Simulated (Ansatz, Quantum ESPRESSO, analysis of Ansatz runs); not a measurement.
# A hop of F in Li2SnF6 (P-31m), charge +1 (Quantum ESPRESSO), part 3 of 3

How high is the barrier when F changes place in Li2SnF6 (P-31m)? The case: V_F hop (2.7 Å), charge +1, in a cell of 72 host atoms with 1 F taken out.

Quantum ESPRESSO 7.5; Quantum ESPRESSO plane-wave DFT, PBEsol, GBRV 1.5 PBEsol potentials; nudged elastic band between two relaxed defect structures at fixed charge in a uniform background.

So far: Set-up; Relaxation of the start point, charge +1; Relaxation of the end point, charge +1.

### Step 4. Nudged elastic band, charge +1

5 movable images are laid between the ends on the band that Ansatz converged, shifted to this program's ends. Each image feels the true force across the path and a spring force along it. The highest image is set to climb to the top of the path.

This step: Quantum ESPRESSO plane-wave DFT, PBEsol, GBRV 1.5 PBEsol potentials; nudged elastic band between two relaxed defect structures at fixed charge in a uniform background.

File neb.in:

```
BEGIN
BEGIN_PATH_INPUT
&PATH
  restart_mode = 'from_scratch'
  string_method = 'neb'
  nstep_path = 45
  ds = 1.5
  opt_scheme = 'broyden'
  num_of_images = 7
  k_max = 0.3
  k_min = 0.2
  CI_scheme = 'auto'
  path_thr = 0.05
/
END_PATH_INPUT
BEGIN_ENGINE_INPUT
&CONTROL
  prefix = 'pwscf'
  outdir = './tmp'
  pseudo_dir = './pseudo'
  disk_io = 'low'
/
&SYSTEM
  ibrav = 0
  nat = 71
  ntyp = 3
  ecutwfc = 40
  ecutrho = 324
  nbnd = 248
  occupations = 'fixed'
  tot_charge = 1
  nosym = .true.
/
&ELECTRONS
  conv_thr = 7d-08
  electron_maxstep = 100
  mixing_beta = 0.5
/
ATOMIC_SPECIES
Li     6.9400 li_pbesol_v1.4.uspp.F.UPF
Sn   118.7100 sn_pbesol_v1.4.uspp.F.UPF
F     18.9984 f_pbesol_v1.4.uspp.F.UPF
CELL_PARAMETERS angstrom
   9.9260037714    0.0000000584    0.0000000000
  -4.9630019362    8.5961713948    0.0000000000
   0.0000000000    0.0000000000    9.1294055886
BEGIN_POSITIONS
FIRST_IMAGE
ATOMIC_POSITIONS crystal
Li     0.3308667702    0.1631172361    0.2472861249
Li     0.1634511321    0.3340456328    0.2481166751
Sn    -0.0026496945   -0.0019500187    0.0015996493
F      0.1624643030    0.1640859569    0.1251076803
F      0.3417863194    0.3424877013    0.3814926064
F      0.3379341918    0.0024906451    0.1297913066
F      0.1628084133    0.0018189368    0.3743816835
F      0.0015701693    0.3377335673    0.1260130942
F      0.0003239330    0.1629310019    0.3728224342
Li     0.3285710827    0.1645415639    0.7507362914
Li     0.1449580023    0.3155637114    0.7675656789
Sn    -0.0017733160   -0.0003449897    0.5003455151
F      0.1595619826    0.1660319214    0.6281144422
F      0.3346965842    0.3424084625    0.8639090811
F      0.3358937863    0.0024046811    0.6264842277
F      0.1602804079    0.0023773118    0.8720518067
F      0.0037794168    0.3389147773    0.6287594942
F     -0.0109281094    0.1582330525    0.8771822037
Li     0.3294836639    0.6661291119    0.2481684583
Li     0.1695903263    0.8346405653    0.2520995971
Sn     0.0019628699    0.5000967485   -0.0017067989
F      0.1639945140    0.6624995134    0.1259417493
F      0.3374499019    0.8371555575    0.3729094730
F      0.3362219597    0.5001018538    0.1270687352
F      0.1687091739    0.5000278126    0.3800318471
F      0.0032562188    0.8371139532    0.1260839635
F      0.0051739182    0.6642189772    0.3725360052
Li     0.3294533342    0.6845603357    0.7676277688
Li     0.1637754579    0.8368650505    0.7475921294
Sn     0.0006504076    0.5000487746    0.5003112413
F      0.1649952663    0.6612020529    0.6287042461
F      0.3309398101    0.8420212911    0.8770862425
F      0.1659598852    0.5000486282    0.8713775459
F     -0.0026155637    0.8363346742    0.6275287488
F      0.0013997909    0.6628272217    0.8712747649
Li     0.8349766967    0.1654564363    0.2519980279
Li     0.6728940153    0.3282355953    0.2379019908
Sn     0.4993493858    0.0021959175    0.0015572813
F      0.6662481954    0.1631088382    0.1260206414
F      0.8409621295    0.3358676917    0.3725728733
F      0.8355656812   -0.0022843681    0.1297694847
F      0.6610563836   -0.0017293430    0.3743512983
F      0.4966772319    0.3383905729    0.1270311022
F      0.5020250019    0.1674774184    0.3748288133
Li     0.8269093107    0.1633468594    0.7477346227
Li     0.6689711985    0.3327730971    0.7562264495
Sn     0.4986930187    0.0005047251    0.5003402387
F      0.6611666617    0.1639172783    0.6274572883
F      0.8386308025    0.3374067619    0.8712749346
F      0.8336267326   -0.0021769171    0.6265712924
F      0.6579694817   -0.0021627033    0.8720492602
F      0.4977199502    0.3433300021    0.6255712407
F      0.4992967980    0.1661339678    0.8754163294
Li     0.8446836932    0.6718889642    0.2378471395
Li     0.6678020265    0.8370250548    0.2470277316
Sn     0.4970834262    0.5000669712   -0.0027634810
F      0.6583992982    0.6618275019    0.1269513739
F      0.8345918876    0.8326259687    0.3748840261
F      0.8376967191    0.5001112172    0.1217169140
F      0.6885912307    0.5000740379    0.3571947337
F      0.4984397411    0.8361731555    0.1250822940
F      0.4993227797    0.6575840746    0.3814095329
Li     0.8364155789    0.6675156292    0.7564207690
Li     0.6641616451    0.8356537189    0.7508054598
Sn     0.5304694258    0.5000780624    0.4790722428
F      0.6543916809    0.6568289550    0.6255783053
F      0.8333198870    0.8341200804    0.8754722850
F      0.8338603985    0.5001362256    0.6231568669
F      0.6611624614    0.5001178881    0.8725047705
F      0.4936708290    0.8342132214    0.6281923358
F      0.4923191444    0.6577215374    0.8639161020
INTERMEDIATE_IMAGE
ATOMIC_POSITIONS crystal
Li     0.3315109907    0.1625575857    0.2459833388
Li     0.1640141586    0.3349407018    0.2486557436
[... 69 atom lines left out ...]
INTERMEDIATE_IMAGE
ATOMIC_POSITIONS crystal
Li     0.3325814212    0.1618940064    0.2451625111
Li     0.1641921821    0.3350854579    0.2495754070
[... 69 atom lines left out ...]
INTERMEDIATE_IMAGE
ATOMIC_POSITIONS crystal
Li     0.3325709139    0.1607804092    0.2469096098
Li     0.1638837541    0.3343496782    0.2516864295
[... 69 atom lines left out ...]
INTERMEDIATE_IMAGE
ATOMIC_POSITIONS crystal
Li     0.3307582037    0.1585733152    0.2518607833
Li     0.1637867962    0.3337302162    0.2537207755
[... 69 atom lines left out ...]
INTERMEDIATE_IMAGE
ATOMIC_POSITIONS crystal
Li     0.3295120738    0.1575012744    0.2574704569
Li     0.1635790506    0.3332513780    0.2536638253
[... 69 atom lines left out ...]
LAST_IMAGE
ATOMIC_POSITIONS crystal
Li     0.3292211209    0.1556281965    0.2596504215
Li     0.1641464218    0.3326919073    0.2504509459
[... 8 atom lines left out ...]
Li     0.1653491591    0.3361863658    0.7465344681
[... 2 atom lines left out ...]
F      0.3444560594    0.3463826997    0.8721236848
[... 13 atom lines left out ...]
Li     0.3169536790    0.6709574081    0.7292533761
[... 4 atom lines left out ...]
F      0.1669072990    0.5066813163    0.8693461407
[... 18 atom lines left out ...]
F      0.5011238714    0.3391727331    0.6250814174
[... 3 atom lines left out ...]
Sn     0.5010907105    0.4701991652    0.0187763600
[... 7 atom lines left out ...]
Li     0.6853130911    0.8550857952    0.7293071926
Sn     0.5011064281    0.5031604231    0.5002421353
F      0.6588798098    0.6657030741    0.6333949119
[... 2 atom lines left out ...]
F      0.6576542315    0.5030275500    0.8720365745
F      0.5011461683    0.8343730099    0.6258827989
F      0.3433913790    0.5079472922    0.6334767056
END_POSITIONS
K_POINTS crystal
1
0.25 0.25 0.25 1.0
END_ENGINE_INPUT
END
```

Launch:

```
$ OMP_NUM_THREADS=1 mpirun -n 16 neb.x -ni 4 -inp neb.in > neb.out
```

The program printed:

```text
[shortened: banners, details of potentials and solvers, and blank lines are left out]
[banner, memory and clock lines left out]
     path-images division:  nimage    =       4
     initial path length           =  6.6192 bohr
     initial inter-image distance  =  1.1032 bohr
     string_method                 =    neb
     restart_mode                  =    from_scratch
     opt_scheme                    =    broyden
     num_of_images                 =    7
     nstep_path                    =    45
     CI_scheme                     =    auto
     first_last_opt                =    F
     use_freezing                  =    F
     ds                            =    1.5000 a.u.
     k_max                         =    0.3000 a.u.
     k_min                         =    0.2000 a.u.
     path_thr                      =    0.0500 eV / A
     ------------------------------ iteration   1 ------------------------------
     activation energy (->) =   0.838412 eV
     activation energy (<-) =   0.838579 eV
     image        energy (eV)        error (eV/A)        frozen
         1     -51545.3218135            0.008944            T
         2     -51545.1836649            0.517907            F
         3     -51544.8231346            0.989133            F
         4     -51544.4834011            0.054562            F
         5     -51544.8253465            0.997107            F
         6     -51545.1844658            0.505117            F
         7     -51545.3219801            0.006343            T
     climbing image =  4
     path length          =  6.619 bohr
     inter-image distance =  1.103 bohr
     ------------------------------ iteration   2 ------------------------------
     activation energy (->) =   0.838171 eV
     activation energy (<-) =   0.838337 eV
     image        energy (eV)        error (eV/A)        frozen
         1     -51545.3218135            0.008944            T
         2     -51545.1738467            0.492888            F
         3     -51544.7993964            0.576435            F
         4     -51544.4836430            0.046685            F
         5     -51544.8015563            0.579520            F
         6     -51545.1747101            0.484686            F
         7     -51545.3219801            0.006343            T
     climbing image =  4
     path length          =  6.602 bohr
[...]
------------------------------ iteration   3 ------------------------------
     activation energy (->) =   0.837843 eV
     activation energy (<-) =   0.838010 eV
     image        energy (eV)        error (eV/A)        frozen
         1     -51545.3218135            0.008944            T
         2     -51545.1391019            0.144297            F
         3     -51544.7475850            0.125986            F
         4     -51544.4839702            0.022884            F
         5     -51544.7494825            0.122746            F
         6     -51545.1399513            0.131555            F
         7     -51545.3219801            0.006343            T
     climbing image =  4
     path length          =  6.575 bohr
[...]
------------------------------ iteration   4 ------------------------------
     activation energy (->) =   0.837778 eV
     activation energy (<-) =   0.837944 eV
     image        energy (eV)        error (eV/A)        frozen
         1     -51545.3218135            0.008944            T
         2     -51545.1344993            0.046775            F
         3     -51544.7482780            0.057949            F
         4     -51544.4840358            0.014283            F
         5     -51544.7500463            0.064471            F
         6     -51545.1353153            0.045037            F
         7     -51545.3219801            0.006343            T
     climbing image =  4
     path length          =  6.580 bohr
[...]
------------------------------ iteration   5 ------------------------------
     activation energy (->) =   0.837725 eV
     activation energy (<-) =   0.837891 eV
     image        energy (eV)        error (eV/A)        frozen
         1     -51545.3218135            0.008944            T
         2     -51545.1321457            0.028134            F
         3     -51544.7486520            0.040468            F
         4     -51544.4840888            0.009516            F
         5     -51544.7501976            0.043478            F
         6     -51545.1328301            0.024967            F
         7     -51545.3219801            0.006343            T
     climbing image =  4
     path length          =  6.589 bohr
     inter-image distance =  1.098 bohr
     neb: convergence achieved in   5 iterations
```

Run time: 19 min. Hardware: 16 MPI ranks of Arm Neoverse V2, shared host; peak memory 8.1 GiB; 5 h of CPU time.

Images along the path:

| image | path (Å) | energy (eV) | F71: x, y, z (Å) |
| --- | --- | --- | --- |
| 0 | 0.000 | 0.0000 | 1.622, 5.654, 7.887 |
| 1 | 0.683 | 0.1897 | 1.616, 5.316, 7.542 |
| 2 | 1.257 | 0.5732 | 1.592, 5.014, 7.204 |
| 3 | 1.742 | 0.8377 | 1.555, 4.842, 6.834 |
| 4 | 2.228 | 0.5716 | 1.423, 4.721, 6.464 |
| 5 | 2.803 | 0.1890 | 1.175, 4.546, 6.128 |
| 6 | 3.487 | -0.0002 | 0.888, 4.366, 5.783 |

This step gave:

```yaml
barrier_forward: 0.8377 eV
barrier_backward: 0.8379 eV
end_less_start: -1.67e-4 eV
hop_length: 2.574 Å
```

The band met its tolerance of 0.05 eV/Å after 5 iterations, with image 3 on top (the start counts as 0). F71, which moves farthest between the ends, has 2 Li at 1.97 to 2.02 Å and 1 Sn at 2.00 Å nearest at the start and 1 Li at 1.94 Å at the top.

### Step 5. What came out

```
barrier forward                         : 0.84 eV
barrier backward                        : 0.84 eV
end less start                          : 0.00 eV
hop length                              : 2.57 Å
band iterations, as the log counts them : 5
```

What this shows: The top of the band lies 0.84 eV above the start and 0.84 eV above the end, which are alike in energy and neighbours. With an assumed prefactor of 1e13 per second it gives one hop a second along this one path at about 320 K. The order of the top as a saddle was not checked for all atoms, so a bent path could be lower. No image-charge correction is applied; it largely cancels along a path if the charge stays localised alike. Keep in mind: one k-point off the zone centre stands for the whole zone; spin–orbit coupling, which can matter with heavy atoms, is left out.

[Long decimals in the printed logs are rounded to 6 places.]

[Repeated set-up lines and some long k-point lines are left out of the logs, and relaxed atomic positions are cut to six decimals.]

[Logs are printed without paths, hosts, clocks, repeated set-up lines and the standing remarks that a program may print on its own settings, such as how far it seeks lower states.]

[Hosts, paths, dates, database ids (printed as entryN), source tags and the programs' standing remarks are cut or masked in the printed files.]
